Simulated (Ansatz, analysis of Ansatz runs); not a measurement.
# A hop of O in Na2WO4 (Fd-3m), charge −2, part 4 of 4

Aim: the barrier of one jump in Na2WO4 (Fd-3m) at charge −2: O_i hop between interstitial places. The model is a cell of 56 host atoms with 1 O put in; O is the atom that moves.

Ansatz 0.2.0; plane-wave PAW DFT, PBEsol; nudged elastic band between two relaxed defect structures at fixed charge in a uniform background.

So far, barrier forward (eV): step 4 (nudged elastic band, charge −2) 0.113.

### 5. Single point at the start point, PBEsol, denser k-mesh

Three single points on a mesh of more k-points (start, top, end) test the sampling. The start is shown; top and end are run alike.

This step: plane-wave PAW DFT, PBEsol; single point of a defect supercell on a structure of the PBEsol path.

Input file qm2.start.mesh/input.yaml:

```yaml
crystal:
  lattice:
    - [9.1091061, 0.0, 0.0]
    - [0.0, 9.1091061, 0.0]
    - [0.0, 0.0, 9.1091061]
  atoms:
    - { symbol: Na, position: [0.13426035, 0.37886123, 0.37610958] }
    - { symbol: Na, position: [0.12867884, 0.87580937, 0.87085009] }
[... 5 atom lines left out ...]
    - { symbol: Na, position: [0.85485003, 0.6098069, 0.37792439] }
    - { symbol: Na, position: [0.38681826, 0.36972285, 0.12925747] }
[... 6 atom lines left out ...]
    - { symbol: Na, position: [0.62222416, 0.60987715, 0.14251343] }
[... 2 atom lines left out ...]
    - { symbol: W, position: [0.74454185, 0.26433199, 0.25478807] }
[... 4 atom lines left out ...]
    - { symbol: W, position: [0.50843585, 0.49739033, 0.49106454] }
[... 1 atom line left out ...]
    - { symbol: O, position: [0.36274346, 0.63870497, 0.13575281] }
[... 4 atom lines left out ...]
    - { symbol: O, position: [0.64287674, 0.33805949, 0.09845166] }
[... 10 atom lines left out ...]
    - { symbol: O, position: [0.3778275, 0.58410263, 0.6222752] }
[... 4 atom lines left out ...]
    - { symbol: O, position: [0.61336009, 0.38820418, 0.62273007] }
[... 4 atom lines left out ...]
    - { symbol: O, position: [0.56857522, 0.67897569, 0.43228435] }
    - { symbol: O, position: [0.37577374, 0.38836516, 0.38707914] }
[... 3 atom lines left out ...]
    - { symbol: O, position: [0.6556729, 0.44754326, 0.3415612] }
total_charge: -2
basis:
  ecutwfc: 420
  xc_grid: 2
hamiltonian:
  xc: pbesol
kpoints:
  mp_grid: { grid: [2, 2, 2], shift: [0.5, 0.5, 0.5] }
scf:
  occupations: { method: fixed }
  max_iter: 120
output:
  forces: true
  eigenvalues: true
checkpoint:
  write: "../qm2.start.mesh.run"
  compress: false
  write_wavefunctions: false
  write_every: 100000
```

Command:

```bash
$ ansatz run input.yaml --threads 4 --pin off --max-ram 14131MiB --backend cpu --events-out ev --progress --plain --runs-dir out
```

Numbers of over 12 decimals in the logs are rounded to 6 here.

Log:

```text
[...]
Crystal: 57 atoms, lattice volume = 755.835 Å³
Basis set: ecut = 420 eV, 14771 PW (Γ), exchange–correlation on 128×128×128 points (8 copies of the dense FFT grid, shifted against one another)
Bands: 285, of which v1, the nominal top of the filled ones, is band 228 counted from 1 (227 counted from 0)
Symmetry: 1 space group operations
[...]
k-points: 4 of 8 (time reversal used)
[...]
SCF iter   1: F=—  HF=-124197.517005 eV  |F-HF|=—  |Δ(HF+E_count)|=         —  Δρ=2.09e-2  dr2=2.75e0  ethr=1.77e-3  ⟨swp⟩=5.0  Hψ=3583  notcnv=0  defer=198
[...]
SCF iter   3: F=—  HF=-124196.698918 eV  |F-HF|=—  |Δ(HF+E_count)|=   1.13e-1  Δρ=3.15e-3  dr2=1.08e-1  ethr=1.12e-4  ⟨swp⟩=2.0  Hψ=1419  notcnv=0  defer=127
[...]
Fermi energy:    6.207033 eV
[...]
--- Forces (eV/Å), atoms counted from 1 ---
  atom   1  Na     0.00105440     0.00128382     0.00046031
  atom   2  Na    -0.00000432     0.00020448     0.00014723
  [... 6 atoms left out ...]
  atom   9  Na    -0.00215673    -0.00020399     0.00068113
  [... 6 atoms left out ...]
  atom  16  Na    -0.00207795    -0.00141365     0.00136197
  [... 7 atoms left out ...]
  atom  24  W     -0.00652278     0.01433642     0.01189226
  [... 1 atom left out ...]
  atom  26  O      0.00180216     0.00225371    -0.00137477
  [... 4 atoms left out ...]
  atom  31  O     -0.00515998     0.00149009     0.00227086
  [... 10 atoms left out ...]
  atom  42  O     -0.00024116    -0.00354963    -0.01004181
  [... 4 atoms left out ...]
  atom  47  O      0.00171644     0.00222151     0.00237663
  [... 4 atoms left out ...]
  atom  52  O     -0.00429762    -0.00965332     0.00467747
  atom  53  O     -0.00431466    -0.00102635    -0.00505895
  [... 3 atoms left out ...]
  atom  57  O      0.01594735    -0.01121496    -0.00842106
  max |Σ_I F_I| component: 1.85e-4 eV/Å
--- Band table (eV) ---
[...]
[... further k-points left out ...]
[key lines of the parts left out:]
SCF converged after 12 iterations
Free energy (F): -124196.666812 eV
```

Wall time 39 s (4 threads of Arm Neoverse V2, shared host); peak memory 3.8 GiB; 2.6 min of CPU time.

Numbers from this step:

```yaml
free_energy: -124196.6668 eV
```

### 6. Barrier from single points, PBEsol, denser k-mesh

Analysis of the runs above: barrier from PBEsol single points on the PBEsol path.

It gives:

| Quantity | Value |
| --- | --- |
| barrier forward | 0.1157 eV |
| barrier backward | 0.1158 eV |
| end less start | -1.18e-4 eV |

This gives 0.116 eV against the band's 0.113 eV (backward 0.116 against 0.113 eV). This mesh holds only the band's own point and its sign variants, so it tests the average over those and no finer sampling.

### 7. Single point at the start point, LDA

Three single points with LDA show how much the barrier depends on that choice; lattice and path are kept. The start is shown; top and end are run alike.

This step: plane-wave PAW DFT, LDA; single point of a defect supercell on a structure of the PBEsol path.

qm2.start.lda/input.yaml, as its differences from qm2.start.mesh/input.yaml of step 5:

```diff
@@ -35,5 +35,5 @@
 hamiltonian:
-  xc: pbesol
+  xc: lda
 kpoints:
-  mp_grid: { grid: [2, 2, 2], shift: [0.5, 0.5, 0.5] }
+  mp_grid: { grid: [1, 1, 1], shift: [0.25, 0.25, 0.25] }
 scf:
@@ -45,3 +45,3 @@
 checkpoint:
-  write: "../qm2.start.mesh.run"
+  write: "../qm2.start.lda.run"
   compress: false
```

Log:

```text
[...]
Crystal: 57 atoms, lattice volume = 755.835 Å³
Basis set: ecut = 420 eV, 14771 PW (Γ), exchange–correlation on 128×128×128 points (8 copies of the dense FFT grid, shifted against one another)
Bands: 285, of which v1, the nominal top of the filled ones, is band 228 counted from 1 (227 counted from 0)
Symmetry: 1 space group operations
[...]
k-points: 1
[...]
SCF iter   1: F=—  HF=-122852.272371 eV  |F-HF|=—  |Δ(HF+E_count)|=         —  Δρ=2.48e-2  dr2=3.87e0  ethr=1.77e-3  ⟨swp⟩=5.0  Hψ=894  notcnv=0  defer=50
[...]
SCF iter  11: F=-122851.028868 eV  HF=-122851.028868 eV  |F-HF|=2.92e-8  |Δ(HF+E_count)|=   9.54e-8  Δρ=2.62e-6  dr2=5.26e-8  ethr=2.19e-11  ⟨swp⟩=10.0  Hψ=1182  notcnv=0
SCF 1 converged in 11 iterations: F = -122851.028868 eV  dr2 = 5.26e-8
[...]
SCF converged after 11 iterations
Free energy (F): -122851.028868 eV
[...]
Internal energy: -122851.028868 eV  (E = F + TS)
E sigma→0 (E₀):  -122851.028868 eV
Fermi energy:    5.909430 eV
[...]
--- Forces (eV/Å), atoms counted from 1 ---
  atom   1  Na    -0.01143191    -0.00371215     0.00176341
  atom   2  Na    -0.00517266    -0.00047022     0.00559535
  [... 6 atoms left out ...]
  atom   9  Na    -0.00540672    -0.01276991    -0.00991004
  [... 6 atoms left out ...]
  atom  16  Na     0.00134183    -0.02478978     0.00607772
  [... 7 atoms left out ...]
  atom  24  W      0.03268421     0.03302630    -0.03723878
  [... 1 atom left out ...]
  atom  26  O     -0.12863171     0.13608447     0.12995702
  [... 4 atoms left out ...]
  atom  31  O      0.08337194    -0.05654674     0.16419913
  [... 10 atoms left out ...]
  atom  42  O      0.12033302    -0.05513599    -0.12236075
  [... 4 atoms left out ...]
  atom  47  O     -0.09148404     0.09529470    -0.11353112
  [... 4 atoms left out ...]
  atom  52  O     -0.07784128    -0.17907025     0.07523612
  atom  53  O      0.11999175     0.09569897     0.08742644
  [... 3 atoms left out ...]
  atom  57  O     -0.02990124    -0.07843593     0.03820156
  max |Σ_I F_I| component: 2.14e-5 eV/Å
--- Band table (eV) ---
[...]
```

Run time: 10 s. Hardware: 4 threads; peak memory 1.3 GiB.

Numbers from this step:

| Property | Result |
| --- | --- |
| free energy | -122851.0289 eV |

### 8. Barrier from single points, LDA

Analysis of the runs above: barrier from LDA single points on the PBEsol path.

It gives:

```
barrier forward  : 0.1029 eV
barrier backward : 0.1033 eV
end less start   : -3.57e-4 eV
```

This gives 0.103 eV against the band's 0.113 eV.

### 9. Single point at the start point, r2SCAN

Three single points with a meta-GGA, at its higher cutoff of 500 eV, show what it does to the barrier on the path found. The start is shown; top and end are run alike.

This step: plane-wave PAW DFT, r2SCAN; single point of a defect supercell on a structure of the PBEsol path.

qm2.start.r2scan/input.yaml, as its differences from qm2.start.lda/input.yaml of step 7:

```diff
@@ -32,6 +32,6 @@
 basis:
-  ecutwfc: 420
+  ecutwfc: 500
   xc_grid: 2
 hamiltonian:
-  xc: lda
+  xc: r2scan
 kpoints:
@@ -45,3 +45,3 @@
 checkpoint:
-  write: "../qm2.start.lda.run"
+  write: "../qm2.start.r2scan.run"
   compress: false
```

Log:

```text
[...]
Crystal: 57 atoms, lattice volume = 755.835 Å³
Basis set: ecut = 500 eV, 19213 PW (Γ), exchange–correlation on 144×144×144 points (8 copies of the dense FFT grid, shifted against one another)
Bands: 285, of which v1, the nominal top of the filled ones, is band 228 counted from 1 (227 counted from 0)
Symmetry: 1 space group operations
[...]
k-points: 1
[...]
SCF iter   1: F=—  HF=-125789.366819 eV  |F-HF|=—  |Δ(HF+E_count)|=         —  Δρ=1.09e-2  dr2=1.36e0  dr2_τ=3.03e0  ethr=1.77e-3  ⟨swp⟩=5.0  Hψ=891  notcnv=0  defer=50
[...]
SCF iter  10: F=-125789.810005 eV  HF=-125789.810005 eV  |F-HF|=3.47e-8  |Δ(HF+E_count)|=   1.30e-7  Δρ=2.72e-6  dr2=5.59e-8  dr2_τ=7.50e-9  ethr=2.19e-11  ⟨swp⟩=11.0  Hψ=1067  notcnv=0
SCF 1 converged in 10 iterations: F = -125789.810005 eV  dr2 = 5.59e-8
[...]
SCF converged after 10 iterations
Free energy (F): -125789.810005 eV
[...]
Internal energy: -125789.810005 eV  (E = F + TS)
E sigma→0 (E₀):  -125789.810005 eV
Fermi energy:    5.938396 eV
[...]
--- Forces (eV/Å), atoms counted from 1 ---
  atom   1  Na    -0.00800530    -0.00931113    -0.00160275
  atom   2  Na    -0.00261955    -0.00530700     0.00299583
  [... 6 atoms left out ...]
  atom   9  Na    -0.01391210     0.00215913    -0.01174451
  [... 6 atoms left out ...]
  atom  16  Na     0.00470823     0.00037884    -0.00188284
  [... 7 atoms left out ...]
  atom  24  W     -0.02917276     0.02026676     0.02812639
  [... 1 atom left out ...]
  atom  26  O     -0.06902178     0.06674825     0.06978571
  [... 4 atoms left out ...]
  atom  31  O      0.05013280    -0.03495307     0.07609323
  [... 10 atoms left out ...]
  atom  42  O      0.05832633    -0.01723826    -0.06327128
  [... 4 atoms left out ...]
  atom  47  O     -0.04885114     0.05629907    -0.05982063
  [... 4 atoms left out ...]
  atom  52  O     -0.03721334    -0.13616290     0.03497665
  atom  53  O      0.06309044     0.05552397     0.04530213
  [... 3 atoms left out ...]
  atom  57  O      0.00084622     0.00864610     0.00256546
  max |Σ_I F_I| component: 2.37e-3 eV/Å
--- Band table (eV) ---
[...]
```

It took 17 s on 4 threads; peak memory 1.9 GiB.

Read from the output:

* free energy: -125789.8100 eV

### 10. Barrier from single points, r2SCAN

Analysis of the runs above: barrier from r2SCAN single points on the PBEsol path.

It gives:

```yaml
barrier_forward: 0.1309 eV
barrier_backward: 0.1308 eV
end_less_start: 1.23e-4 eV
```

This gives 0.131 eV against the band's 0.113 eV.

### 11. Outcome

* barrier forward: 0.11 eV (in doubt, see below)
* barrier backward: 0.11 eV
* end less start: 0.00 eV
* hop length: 2.67 Å
* band iterations, as the log counts them: 16
* barrier from single points, PBEsol, denser k-mesh: 0.12 eV (in doubt, see below)
* barrier from single points, LDA: 0.10 eV (in doubt, see below)
* barrier from single points, r2SCAN: 0.13 eV (in doubt, see below)

The top of the band lies 0.11 eV above the start and 0.11 eV above the end, which are alike in energy and neighbours. The path has 2 maxima, and only the highest was climbed; it lies 0.10 eV above the dip at image 3. With an assumed prefactor of 1e13 per second it gives one hop a second along this one path at about 40 K; whether such hops link up through the crystal wasn't checked. At the top O57 stands 1.87 Å from its nearest W, 0.10 Å closer than at the start. Across functionals on this path (PBEsol 0.113, LDA 0.103 and r2SCAN 0.131 eV) the forward values spread by 0.028 eV. The order of the top as a saddle was not checked for all atoms, so a bent path could be lower. No image-charge correction is applied; it largely cancels along a path if the charge stays localised alike. What this leaves open: one k-point off the zone centre stands for the whole zone; spin–orbit coupling, which can matter with heavy atoms, is left out.

[Logs are printed without paths, hosts, clocks, repeated set-up lines and the standing remarks that a program may print on its own settings, such as how far it seeks lower states.]

[Hosts, paths, dates, database ids (printed as entryN), source tags and the programs' standing remarks are cut or masked in the printed files.]
